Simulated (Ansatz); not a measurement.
# AlSi: relaxing a made-up structure, part 2 of 2

Starting from a made-up structure for AlSi, the aim is the relaxed cell, its shortest contacts and, where a second run follows, its electronic structure.

Ansatz 0.2.0; DFT, PBE, plane-wave PAW, files of the set soft_1, scalar-relativistic, no spin, cell and ions relaxed at zero pressure; PAW set soft_1 (the session's first sound run).

So far: Set-up; Relaxing cell and atoms. The relaxed cell has a = 5.381, c = 4.294 Å (conventional setting).

### Step 3. Bands of the relaxed cell

With the geometry fixed, one more self-consistent run, with a narrower smearing and the mesh shown in its input, gives the bands, and its pressure, and its forces where symmetry allows any, show how far the geometry depends on these settings.

This step: DFT, PBE, plane-wave PAW, files of the set soft_1, scalar-relativistic, no spin, bands and density of states at the relaxed cell; PAW set soft_1 (Ansatz 0.2.0).

Contents of input.yaml:

```yaml
crystal:
  lattice:
    - [5.3807073155, 0.0, 0.0]
    - [-2.6903536577, 4.6598292255, 0.0]
    - [0.0, 0.0, 4.2943345487]
  atoms:
    - { symbol: Si, position: [0.0, 0.0, 0.0] }
    - { symbol: Si, position: [0.6666666667, 0.3333333333, 0.5] }
    - { symbol: Si, position: [0.3333333333, 0.6666666667, 0.5] }
    - { symbol: Al, position: [0.0, 0.5, 0.0] }
    - { symbol: Al, position: [0.5, 0.5, 0.0] }
    - { symbol: Al, position: [0.5, 0.0, 0.0] }
kpoints:
  mp_grid: { grid: [8, 8, 8] }
  band_path:
    path:
      - [[0.0, 0.0, 0.0], [0.5, 0.0, 0.0], [0.33333333, 0.33333333, 0.0], [0.0, 0.0, 0.0], [0.0, 0.0, 0.5], [0.5, 0.0, 0.5], [0.33333333, 0.33333333, 0.5], [0.0, 0.0, 0.5]]
      - [[0.5, 0.0, 0.5], [0.5, 0.0, 0.0]]
      - [[0.33333333, 0.33333333, 0.0], [0.33333333, 0.33333333, 0.5]]
    npoints: 8
scf:
  occupations: { method: fermi_dirac, width: 0.03 }
  n_extra_bands: 10
hamiltonian:
  xc: pbe
  pseudopotentials: { kind: paw, azcp: { folder: soft_1 } }
output:
  forces: true
  stress: true
  write_bands: true
  dos: { projected: true }
  write_density: true
  write_potential: true
  elf: true
  volumetric_format: npy
```

Run with:

```bash
> ansatz run input.yaml --threads 4 --pin off --max-ram 10240MiB --backend cpu --events-out ev --progress --plain --runs-dir out
```

Numbers of over 12 decimals in the logs are rounded to 6 here.

Log:

```text
[...]
Crystal: 6 atoms, lattice volume = 107.673 Å³
Basis set: ecut = 420 eV, 2085 PW (Γ), exchange–correlation on 72×72×60 points (8 copies of the dense FFT grid, shifted against one another)
Bands: 21, of which v1, the nominal top of the filled ones, is band 11 counted from 1 (10 counted from 0)
Symmetry: 24 space group operations
[...]
k-points: 50 of 512
[...]
SCF iter   1: F=—  HF=-3517.863452 eV  |F-HF|=—  |Δ(HF+E_count)|=         —  Δρ=2.93e-2  dr2=1.48e0  ethr=3.10e-3  ⟨swp⟩=7.5  Hψ=6835  notcnv=0  defer=1
[...]
SCF iter   8: F=-3517.400782 eV  HF=-3517.400782 eV  |F-HF|=5.59e-9  |Δ(HF+E_count)|=   4.49e-8  Δρ=2.22e-6  dr2=6.63e-9  ethr=4.76e-10  ⟨swp⟩=14.7  Hψ=7637  notcnv=0
SCF 1 converged in 8 iterations: F = -3517.400782 eV  dr2 = 6.63e-9
[...]
NSCF: frozen V_eff on 75 k-points
SCF converged after 8 iterations
Free energy (F): -3517.400782 eV
[...]
Internal energy: -3517.387116 eV  (E = F + TS)
E sigma→0 (E₀):  -3517.393949 eV
Entropy (-TS):   -0.013666 eV (-2.278 meV/atom)
Fermi energy:    7.328093 eV
[...]
--- Stress (GPa, compression-positive) ---
        0.320025       0.000000       0.000000
        0.000000       0.320025       0.000000
        0.000000       0.000000      -0.344927
  P = ⅓ Tr σ = 0.0984 GPa (0.984 kbar)
--- Band table (eV; the first three rows and the last of 50) ---
  k-point 0: bands = [... 7 lower, 2.9117, 4.8472, 6.4884, 8.1578, 9.1764, 9.6981, 9.6981, 9.9925, ... 6 higher]
  k-point 1: bands = [... 7 lower, 2.9857, 5.4291, 5.8874, 8.1905, 8.1905, 8.7645, 9.3019, 9.3019, ... 6 higher]
  k-point 2: bands = [... 7 lower, 3.1863, 4.0242, 6.7290, 6.7290, 7.5670, 8.2284, 8.2284, 8.2362, ... 6 higher]
  k-point 49: bands = [... 7 lower, 5.5514, 6.1403, 6.8884, 7.4024, 7.6160, 10.1675, 10.5958, 10.8934, ... 6 higher]
```

Elapsed: 3.1 s, on 4 threads of Arm Neoverse V1, shared host; peak memory 0.41 GiB; 12 s of CPU time.

Numbers from this step:

```
free energy             : -3517.4008 eV
energy at zero smearing : -3517.3939 eV
smearing term TS        : 0.01367 eV
Fermi energy            : 7.328 eV
pressure                : 0.09837 GPa
```

From bands.tsv, the bands that come nearest the Fermi level along the path, at its corners, in eV from the Fermi level:

```tsv
point	band 8	band 9	band 10	band 11	band 12	band 13	band 14	band 15
Γ	-4.42	-2.48	-0.84	0.83	1.85	2.37	2.37	2.66
M	-2.13	-1.07	-0.81	-0.56	-0.09	0.44	1.61	2.24
K	-3.09	-2.02	-2.02	-0.48	1.99	2.03	2.19	2.19
Γ	-4.42	-2.48	-0.84	0.83	1.85	2.37	2.37	2.66
A	-3.29	-3.29	-2.62	-2.62	-0.35	-0.25	-0.25	4.95
L	-3.02	-0.48	1.06	1.16	1.18	1.31	1.87	2.29
H	-2.28	-0.70	-0.42	-0.42	-0.03	3.42	3.45	3.45
A	-3.29	-3.29	-2.62	-2.62	-0.35	-0.25	-0.25	4.95
L	-3.02	-0.48	1.06	1.16	1.18	1.31	1.87	2.29
M	-2.13	-1.07	-0.81	-0.56	-0.09	0.44	1.61	2.24
K	-3.09	-2.02	-2.02	-0.48	1.99	2.03	2.19	2.19
H	-2.28	-0.70	-0.42	-0.42	-0.03	3.42	3.45	3.45
```

Counts of states for the cell as run, both spins, by energy window (eV from the Fermi level):

```
from  to  total
  -8  -7   1.69
  -7  -6   1.20
  -6  -5   1.71
  -5  -4   2.15
  -4  -3   2.36
  -3  -2   2.41
  -2  -1   2.17
  -1   0   2.65
   0   1   3.03
   1   2   2.93
   2   3   2.92
   3   4   2.87
```

A further 4.7 states lie below the table's range.

ELF in the ab plane at fractional z = 0.000, with atoms of Si and Al within 0.2 Å of it. It is the smooth field of the valence electrons, not physical close to the nuclei.

Ten even steps from '_' (0.06) to '@' (0.79), each cell a mean:
```
**%%@@@@%%--______++%%@@@@##**
%%@@%%####--....==##%%@@@@%%##
@@@@######++++****####@@@@@@@@
@@%%####********####%%@@@@@@@@
##**************++**%%%%##%%%%
..__--******++::__::**######++
..__--******....____++##**==__
--__++####==__--..::******..__
__==**####--____..++****++..__
**########**--==********++----
%%%%%%%%%%######********####%%
@@@@@@@@%%######******######@@
@@%%@@@@%%##**++----**####%%@@
****%%@@%%##==______**%%@@@@%%
##**@@@@%%**__--....##@@@@%%**
```
Columns run along a (5.4 Å), rows up along b (5.4 Å). Atoms in or near the plane, at fractional coordinates: Si at (0.00, 0.00), Al at (0.00, 0.50), Al at (0.50, 0.50), Al at (0.50, 0.00).

Valence density in the ab plane at fractional z = 0.000, with atoms of Si and Al within 0.2 Å of it. It is the smooth field of the valence electrons, not physical close to the nuclei.

Values in e/Å³, 15 rows by 15 columns, each cell a mean:
```
0.23 0.36 0.37 0.29 0.25 0.18 0.09 0.07 0.11 0.20 0.25 0.31 0.39 0.33 0.21
0.38 0.38 0.30 0.24 0.23 0.19 0.15 0.15 0.20 0.23 0.25 0.32 0.40 0.37 0.33
0.36 0.30 0.24 0.23 0.24 0.23 0.22 0.23 0.23 0.23 0.25 0.31 0.37 0.40 0.39
0.28 0.25 0.23 0.23 0.24 0.24 0.24 0.24 0.23 0.23 0.25 0.28 0.31 0.32 0.31
0.23 0.22 0.22 0.24 0.24 0.23 0.24 0.24 0.22 0.22 0.24 0.25 0.25 0.25 0.25
0.14 0.13 0.19 0.24 0.24 0.24 0.23 0.17 0.13 0.15 0.22 0.23 0.23 0.23 0.20
0.07 0.09 0.18 0.24 0.24 0.23 0.16 0.08 0.07 0.13 0.22 0.23 0.23 0.20 0.11
0.06 0.12 0.21 0.24 0.24 0.20 0.10 0.06 0.08 0.17 0.24 0.24 0.23 0.15 0.07
0.12 0.19 0.23 0.23 0.23 0.18 0.11 0.10 0.16 0.23 0.24 0.24 0.22 0.15 0.09
0.22 0.24 0.23 0.23 0.24 0.21 0.18 0.20 0.23 0.24 0.23 0.24 0.23 0.19 0.18
0.27 0.28 0.28 0.27 0.26 0.24 0.23 0.24 0.24 0.24 0.24 0.24 0.24 0.23 0.25
0.34 0.37 0.36 0.33 0.27 0.23 0.23 0.24 0.24 0.24 0.24 0.23 0.23 0.24 0.29
0.39 0.38 0.40 0.36 0.28 0.23 0.23 0.21 0.18 0.19 0.22 0.23 0.24 0.30 0.37
0.26 0.28 0.38 0.37 0.28 0.24 0.19 0.12 0.09 0.13 0.22 0.25 0.30 0.38 0.36
0.16 0.26 0.39 0.34 0.27 0.22 0.12 0.06 0.07 0.14 0.23 0.28 0.36 0.38 0.23
```
Columns run along a (5.4 Å), rows up along b (5.4 Å). Atoms in or near the plane, at fractional coordinates: Si at (0.00, 0.00), Al at (0.00, 0.50), Al at (0.50, 0.50), Al at (0.50, 0.00).

Electrostatic potential energy in the ab plane at fractional z = 0.000, with atoms of Si and Al within 0.2 Å of it. With pseudopotentials it is smooth inside the atoms' cores, unlike the true potential.

Values in eV, 15 rows by 15 columns, each cell a mean:
```
-16 -21  -3   5   1  -9   5  14   1  -8   3   4  -8 -24 -15
-19  -5   5   6   0 -10  -6  -6  -7   1   6   4  -8 -22 -24
  0   5   6   5   2  -5  -6  -4   2   6   7   5  -1  -8  -8
  4   4   3   4   4   3   3   4   3   3   4   5   5   4   4
 -4  -7  -5   1   5   6   4  -1  -6  -7  -2   4   7   6   3
 -5  -5  -9  -2   5   4  -4  -8  -4  -8  -7   3   6   1  -8
 16   5  -8  -1   4  -3  -5  10  14  -4  -6   3   2  -7   1
 17  -1  -6   3   2  -8   4  18  10  -8  -1   4  -4  -6  14
 -1  -7   1   5   0  -9   0   4  -5  -4   4   3  -6  -6   5
 -6   1   6   6   1  -9  -9  -8  -3   4   6   3  -5 -10  -9
  4   6   6   6   4   1   0   2   4   5   5   4   2   0   1
  2  -1   0   4   6   6   5   3  -1  -2   1   4   5   6   5
-16 -20 -13   0   6   6   1  -6  -8  -9  -5   3   6   5  -3
-21 -23 -20  -1   6   1  -7  -1   5  -5  -7   4   5  -5 -21
  1 -21 -16   2   4  -6  -1  17  16  -5  -4   4   0 -19 -16
```
Columns run along a (5.4 Å; values clipped at the 3rd and 97th percentile), rows up along b (5.4 Å). Atoms in or near the plane, at fractional coordinates: Si at (0.00, 0.00), Al at (0.00, 0.50), Al at (0.50, 0.50), Al at (0.50, 0.00).

### Step 4. Outcome

```yaml
space_group_relaxed: P6/mmm
conventional_cell: a = 5.381, b = 5.381, c = 4.294 Å; α = 90.0°, β = 90.0°, γ = 120.0°
volume_per_atom: 17.95 Å³ (guess 14.30)
```

**Reading.** AlSi relaxes to P6/mmm with a = 5.381, b = 5.381 and c = 4.294 Å. The guessed volume was 20 % too small. The space group P6/mmm was held in the relaxation, so the end point is a stationary structure within it and may be a saddle against distortions or other arrangements. Bands cross the Fermi level, so it is a metal or semimetal at this level. The electron count is odd, which forces that without spin polarisation or a larger cell. On the 8×8×8 mesh with the narrower smearing (relaxed on 6×6×7) the forces vanish, as symmetry may demand, and the largest stress component is 0.345 GPa, against the relaxation's thresholds of 0.015 eV/Å and 0.05 GPa. The cutoff wasn't tested. A vector of the cell changed its length by 10 %, more than the volume shows. No dispersion term is used, so weakly bound directions may come out too long. Nothing here tests whether the compound is stable against decomposition.

[Logs are printed without paths, hosts, clocks, repeated set-up lines and the standing remarks that a program may print on its own settings, such as how far it seeks lower states.]

[Hosts, paths, dates, database ids (printed as entryN), source tags and the programs' standing remarks are cut or masked in the printed files.]
